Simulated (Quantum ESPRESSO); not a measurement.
Entries from a set of simulations; values are calculated unless marked as measured.

```xyz
10
Lattice="7.586 0.000 0.000 0.000 7.586 0.000 0.000 0.000 3.851" Properties=species:S:1:pos:R:3 pbc="T T T" subject="La2InNi2: parallel and opposed starts" method="PBEsol; plane waves with GBRV 1.5 PBEsol potentials, no spin-orbit coupling, projections on orthogonalised atomic orbitals (and 2 further levels or steps)" program="Quantum ESPRESSO 7.5" settings_of_one_run="GBRV 1.5 PBEsol, cutoff 544.23 eV, 4×4×8 k-mesh, 94 bands, fermi-dirac occupations, smearing width 0.1 eV, collinear spin, SCF threshold 2.00e-8, starting moments 0 0 0 0 0 0 1 1 1 1 μB" cost="5 runs, 24 min in all on 4 MPI ranks of Intel Xeon 6975P-C (Granite Rapids), shared host (the runs of this entry)" lowest_state_found="non-magnetic (from ferro ++++, antiferro ++-- and antiferro +-+-)" largest_site_moment="0 μB"
La    1.331    5.124    1.926
La    6.255    2.462    1.926
La    2.462    1.331    1.926
La    5.124    6.255    1.926
In    3.793    3.793    0.000
In    0.000    0.000    0.000
Ni    4.703    0.910    0.000
Ni    2.883    6.676    0.000
Ni    6.676    4.703    0.000
Ni    0.910    2.883    0.000
```

[Logs and program files are shortened in this print: banners, set-up blocks, solver, clock and traceback lines can be left out without a mark of their own.]

[Logs are printed without paths, hosts, clocks, repeated set-up lines and the standing remarks that a program may print on its own settings, such as how far it seeks lower states.]

[Hosts, paths, dates, database ids (printed as entryN), source tags and the programs' standing remarks are cut or masked in the printed files.]

[Where a cell is said to come from a database of computed structures, the database is the Materials Project.]
